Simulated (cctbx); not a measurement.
**Lattice, Laue class and space group of a new crystal**

Cell: a = 9.2270 Å, b = 9.2270 Å, c = 9.2270 Å, α = 90.00°, β = 90.00°, γ = 90.00°. Expected content of the cell: Cs8 Ag4 Ti4 F24.

The data are simulated with cctbx, not measured: Cu Kα, λ = 1.54184 Å, to d = 0.8 Å, 70 % of the full sphere, strongest reflection 5000 counts, noise from counting, a 2 % proportional error and a noise floor of 8 counts (s.d.); no absorption.

Tests on the unmerged data give:

```text
4524 reflections to d = 0.800 A
centring   violations  <I/sigma> of those
    A          0 of  2230     -0.0
    B          0 of  2251     -0.1
    C          0 of  2257     -0.0
    I        195 of  2298      0.9
    R        412 of  3018      2.2
    F          0 of  3369     -0.0
Laue class    unique    Rint  (classes that these axes allow; Friedel mates merged)
F m m m           242   0.043
F m -3             86   0.045
F m -3 m           64   0.045
space group    extra absences  I>4sigma  <I/sigma>
F 4 3 2                 0          0         -  acentric
F -4 3 m                0          0         -  acentric
F m -3 m                0          0         -  centric
Wilson B = 1.92 A^2   <|E^2-1|> = 0.877 (0.968 centric, 0.736 acentric)   E^2>4: 0.0 %
shell (A)         n   <I/sigma>
 5.33 - 1.37     18     48.5
 1.37 - 1.09     11     36.4
 1.09 - 0.95     11     42.8
 0.95 - 0.86     12     32.1
 0.86 - 0.80     12     21.4
```

**Question.** What are the lattice type, the Laue class and the likely space group?

The reflections that A, B, C and F centring forbids are absent (⟨I/σ⟩ near 0), so the lattice is F. F holds A, B and C together.

Rint stays low (0.043 to 0.045) up to F m -3 m, the highest class in these axes.

3 settings pass the absence test. No glide or screw absences show, which leaves F 4 3 2, F -4 3 m and F m -3 m.

⟨|E²−1|⟩ = 0.877 lies between the two ideal values. The Wilson B of 1.92 Å² means U ≈ 0.0243 Å².

The true group is Fm-3m (no. 225), Laue class m-3m, centrosymmetric. The tables only narrow the choice to the tied entries; cell content, site symmetry and trial solutions must settle it.

This is a model crystal, built by substitution and not relaxed, with assumed displacement parameters.

[Logs are printed without paths, hosts, clocks, repeated set-up lines and the standing remarks that a program may print on its own settings, such as how far it seeks lower states.]
